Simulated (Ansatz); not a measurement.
# SrTiO3 (I4/mcm): how G0W0 depends on its starting point, part 2 of 2

How much of the starting functional survives in the G0W0 gap of SrTiO3 (I4/mcm)?

Ansatz 0.2.0; G0W0 on several functionals, plane waves, PAW. Known limits of the many-body steps: not at the basis limit; no spin-orbit coupling.

So far. Step 2 (G0W0 on PBE): The gap on the mesh goes from 1.89 eV to 3.49 eV, a correction of +1.59 eV. Between the two edge states, bare exchange in place of the xc potential would open the gap by 12.69 eV, and correlation takes back 11.09 eV.

In doubt: masses and optical values from hybrid runs of this build are listed as unsure (steps 3, 4), which bears on the screening that GW takes from such a start.

## (3) G0W0 on HSE06

The same correction from a different start measures what one shot leaves open.

This step: G0W0 on HSE06, plane waves, PAW.

File input.yaml:

```yaml
crystal:
  lattice:
    - [-2.7555, 2.7555, 3.898]
    - [2.7555, -2.7555, 3.898]
    - [2.7555, 2.7555, -3.898]
  atoms:
    - { symbol: Sr, position: [0.75, 0.25, 0.5] }
    - { symbol: Sr, position: [0.25, 0.75, 0.5] }
    - { symbol: Ti, position: [0.0, 0.0, 0.0] }
    - { symbol: Ti, position: [0.5, 0.5, 0.0] }
    - { symbol: O, position: [0.25, 0.25, 0.0] }
    - { symbol: O, position: [0.75, 0.75, 0.0] }
    - { symbol: O, position: [0.7451, 0.2451, 0.9902] }
    - { symbol: O, position: [0.2451, 0.2549, 0.5] }
    - { symbol: O, position: [0.2549, 0.7549, 0.0098] }
    - { symbol: O, position: [0.7549, 0.7451, 0.5] }
kpoints:
  mp_grid: { grid: [4, 4, 4] }
hamiltonian:
  xc: hse06
  pseudopotentials: { kind: paw, source: ansatz }
scf:
  occupations: { method: fixed }
gw:
  n_empty_bands: 704
  ecut_chi: 190.0
  qp_bands: [v3, c3]
  qp_kpoints: band_edges
  screening: { model: contour_deformation }
```

Run with:

```console
$ ansatz run input.yaml --threads 4 --pin off --max-ram 138240MiB --backend cuda --events-out ev --progress --plain --runs-dir out --devices 1 --max-vram 26GiB
```

Numbers of over 12 decimals in the logs are rounded to 6 here.

What it wrote:

```text
GPUs: using 1 of 1 available (devices: 1).
[...]
davidson cushion auto → on  (no smearing: the cushion is to keep the highest requested band from converging to the state above it; pin scf.eigensolver.cushion to override)
[...]
GPU FFT provider: cuFFT
GPU libraries: cuBLAS 13.8.2, cuFFT 12.4.0, cuSOLVER 12.3.4
Crystal: 10 atoms, lattice volume = 118.387 Å³
Basis set: ecut = 930 eV, 7631 PW (Γ)
Bands: 50, of which v1, the nominal top of the filled ones, is band 40 counted from 1 (39 counted from 0)
Symmetry: 16 space group operations
[...]
k-points: 13 of 64
[...]
GPU buffer pool allocated for 262144 grid points (all kernels)
[...]
SCF iter   1: F=—  HF=-15514.025633 eV  |F-HF|=—  |Δ(HF+E_count)|=         —  Δρ=8.97e-2  dr2=1.39e1  ethr=1.00e-1  ⟨swp⟩=6.1  Hψ=2049  notcnv=0
[...]
SCF iter   8: F=-15510.191040 eV  HF=-15510.191318 eV  |F-HF|=2.78e-4  |Δ(HF+E_count)|=   3.73e-4  Δρ=4.36e-4  dr2=3.05e-4  ethr=2.93e-6  ⟨swp⟩=3.0  Hψ=1521  notcnv=0
SCF 1 stopped early in 8 iterations: F = -15510.191040 eV  dr2 = 3.05e-4
[...]
GPU FFT provider: cuFFT
GPU libraries: cuBLAS 13.8.2, cuFFT 12.4.0, cuSOLVER 12.3.4
[...]
GPU buffer pool allocated for 262144 grid points (all kernels)
[...]
Frozen-core exchange: fock
[...]
Internal energy: -15513.660808 eV  (E = F + TS)
E sigma→0 (E₀):  -15513.660808 eV
Fermi energy:    9.033319 eV
[...]
--- Band table (eV; the first three rows and the last of 13) ---
  k-point 0: bands = [... 36 lower, 8.6642, 9.0268, 9.0333, 9.0333, 12.3869, 12.3869, 12.3880, 14.8288, ... 1 higher]
  k-point 1: bands = [... 36 lower, 8.3207, 8.4004, 8.4005, 8.9910, 12.4780, 13.5240, 13.5252, 14.8196, ... 1 higher]
  k-point 2: bands = [... 36 lower, 7.3428, 8.2438, 8.2441, 8.9485, 12.5742, 14.5231, 14.5243, 14.5366, ... 1 higher]
  k-point 12: bands = [... 36 lower, 7.3371, 8.2464, 8.2464, 8.9473, 12.5758, 14.5060, 14.5060, 14.5634, ... 1 higher]
  guard bands above this table: 5 of the run's 50 bands. The solve was not asked for them (output.publish_guard_bands: true or output.eigenvalues: true publishes all)
[...]
0    38      9.0268   -26.1351     4.0511   -22.1149  0.7628     9.0577     9.0577  root
     0    39      9.0333   -26.1463     4.0508   -22.1268  0.7628     9.0646     9.0646  root
     0    40      9.0333   -26.1463     4.0508   -22.1268  0.7628     9.0646     9.0646  root
     0    41     12.3869   -12.0149    -6.1341   -18.6470  0.7811    12.8876    12.8848  root
     0    42     12.3869   -12.0149    -6.1341   -18.6470  0.7811    12.8876    12.8848  root
     0    43     12.3880   -12.0144    -6.1367   -18.6490  0.7811    12.8887    12.8859  root
     1    38      8.4004   -26.1652     3.8433   -22.3236  0.7690     8.4021     8.4021  root
     1    39      8.4005   -26.1662     3.8432   -22.3248  0.7690     8.4023     8.4023  root
[...]
12    40      8.9473   -25.9910     4.0486   -21.9663  0.7625     8.9711     8.9711  root
    12    41     12.5758   -12.3419    -6.3473   -19.1960  0.7750    13.0856    13.0825  root
    12    42     14.5060   -14.2301    -6.7391   -21.4757  0.7408    15.0167    15.0124  root
    12    43     14.5060   -14.2301    -6.7391   -21.4757  0.7408    15.0167    15.0124  root
[key lines of the parts left out:]
Free energy (F): -15513.660808 eV
```

The job ended after 2.9 min (1 × NVIDIA H100 80GB HBM3 (shared by 3 runs) with 4 threads of AMD EPYC 7R13 (Zen 3), shared host; peak memory 4.4 GiB; 5.3 min of CPU time).

Numbers from this step:

- bands summed: 744
- RPA ε∞ on this mesh (eigenvalues): 4.411, 4.411, 4.411
- plane waves in the screening matrix: 725
- q-points in the mesh: 64
- G0W0 gap on the mesh: 3.820 eV
- k of the valence top: 0, 0, 0
- k of the conduction bottom: 0, 0, 0
- starting gap on the mesh: 3.354 eV
- Z at the valence top: 0.7628
- Z at the conduction bottom: 0.7811
- least direct G0W0 gap on the computed points: 3.820 eV

Against the run with 4×4×4 mesh, 704 empty bands, screening to 190 eV, hard PAW files on PBE, the gap moves by +0.33 eV, while the start moved by +1.46 eV.

## (4) G0W0 on PBE0

This step: G0W0 on PBE0, plane waves, PAW.

Changes to input.yaml since step 3:

```diff
@@ -19,3 +19,3 @@
 hamiltonian:
-  xc: hse06
+  xc: pbe0
   pseudopotentials: { kind: paw, source: ansatz }
```

What it wrote:

```text
GPUs: using 1 of 1 available (devices: 1).
[...]
GPU FFT provider: cuFFT
GPU libraries: cuBLAS 13.8.2, cuFFT 12.4.0, cuSOLVER 12.3.4
Crystal: 10 atoms, lattice volume = 118.387 Å³
Basis set: ecut = 930 eV, 7631 PW (Γ)
Bands: 50, of which v1, the nominal top of the filled ones, is band 40 counted from 1 (39 counted from 0)
Symmetry: 16 space group operations
[...]
k-points: 13 of 64
[...]
1    38      8.0190   -26.1779     3.7103   -22.7163  0.7823     8.2671     8.2677  root
     1    39      8.0192   -26.1789     3.7103   -22.7174  0.7823     8.2673     8.2679  root
[...]
12    40      8.5485   -25.9967     3.9039   -22.3775  0.7762     8.8324     8.8332  root
    12    41     12.9297   -12.3258    -6.1973   -18.8073  0.7880    13.2146    13.2138  root
    12    42     14.8905   -14.2188    -6.5590   -21.0651  0.7570    15.1788    15.1777  root
    12    43     14.8905   -14.2188    -6.5590   -21.0651  0.7570    15.1788    15.1777  root
[key lines of the parts left out:]
Free energy (F): -15514.316332 eV
Fermi energy:    8.639306 eV
```

It took 3.4 min on 1 × NVIDIA H100 80GB HBM3 (shared by 3 runs) with 4 threads; peak memory 4.3 GiB.

This step gave:

```
bands summed                                 : 744
RPA ε∞ on this mesh (eigenvalues)            : 4.108, 4.108, 4.108
plane waves in the screening matrix          : 725
G0W0 gap on the mesh                         : 4.083 eV
k of the valence top                         : 0, 0, 0
k of the conduction bottom                   : 0, 0, 0
starting gap on the mesh                     : 4.099 eV
least direct G0W0 gap on the computed points : 4.083 eV
```

Against the run with 4×4×4 mesh, 704 empty bands, screening to 190 eV, hard PAW files on HSE06, the gap moves by +0.26 eV, while the start moved by +0.75 eV.

## (5) Side by side

All on the 4×4×4 mesh with 704 empty bands and screening to 190 eV. Times are wall times on 1 × NVIDIA H100 80GB HBM3 (shared by 3 runs) with 4 threads of AMD EPYC 7R13 (Zen 3), shared host, good to a factor of about two.

| start | starting gap (eV) | shift (eV) | G0W0 gap (eV) | RPA ε∞ (harmonic mean) | Z (valence, conduction) | time |
| --- | --- | --- | --- | --- | --- | --- |
| PBE | 1.89 | +1.59 | 3.49 | 6.13 | 0.72, 0.74 | 69 s |
| HSE06 | 3.35 | +0.47 | 3.82 | 4.41 | 0.76, 0.78 | 2.9 min |
| PBE0 | 4.10 | −0.02 | 4.08 | 4.11 | 0.78, 0.79 | 3.4 min |

The parts of the quasiparticle energy at the two band edges (eV; QP = start + Σx + Σc − Vxc):

| run | edge | start | Σx | Σc | Vxc | Z | QP |
| --- | --- | --- | --- | --- | --- | --- | --- |
| PBE | valence top | 10.06 | -26.08 | 4.50 | -21.02 | 0.72 | 9.50 |
| PBE | conduction bottom | 11.95 | -12.64 | -6.60 | -20.27 | 0.74 | 12.98 |
| HSE06 | valence top | 9.03 | -26.15 | 4.05 | -22.13 | 0.76 | 9.06 |
| HSE06 | conduction bottom | 12.39 | -12.01 | -6.13 | -18.65 | 0.78 | 12.88 |
| PBE0 | valence top | 8.64 | -26.15 | 3.91 | -22.53 | 0.78 | 8.93 |
| PBE0 | conduction bottom | 12.74 | -12.00 | -5.99 | -18.26 | 0.79 | 13.01 |

For a hybrid start, Vxc holds its share of exact exchange.

## (6) What came out

```yaml
g0w0_pbe: 3.49 eV (start 1.89 eV)
g0w0_hse06: 3.82 eV (start 3.35 eV)
g0w0_pbe0: 4.08 eV (start 4.10 eV)
known_limits: not at the basis limit; no spin-orbit coupling
```

The starting gaps span 2.20 eV and the G0W0 gaps 0.59 eV. Between PBE and PBE0, 0.59 eV of the 2.20 eV survives, 27 %. PBE0 screens less than PBE (ε∞ 4.11 against 6.13). Of the 0.59 eV by which its G0W0 gap is higher, the correlation part gives +1.19 eV, and exchange with the one-particle terms, which follow the orbitals, −0.60 eV. The smallest correction, −0.02 eV, is on PBE0, the start nearest to reproducing itself. Bands and cutoff are finite, so the gap is not at the basis limit. The miss can reach some tenths of an eV and take either sign; the mesh is an error of its own. The many-body steps are scalar-relativistic: spin-orbit coupling is not in them.

[Paths, hosts, dates, memory and timing lines, banners, echoed tables and standing remarks are left out of the program output.]

[Logs are printed without paths, hosts, clocks, repeated set-up lines and the standing remarks that a program may print on its own settings, such as how far it seeks lower states.]

[Runs of the session that timed out or met a known fault of the program may be left out.]

[Cells called generated may have been cut or substituted from an entry of the Crystallography Open Database or the Materials Project.]

[Hosts, paths, dates, database ids (printed as entryN), source tags and the programs' standing remarks are cut or masked in the printed files.]
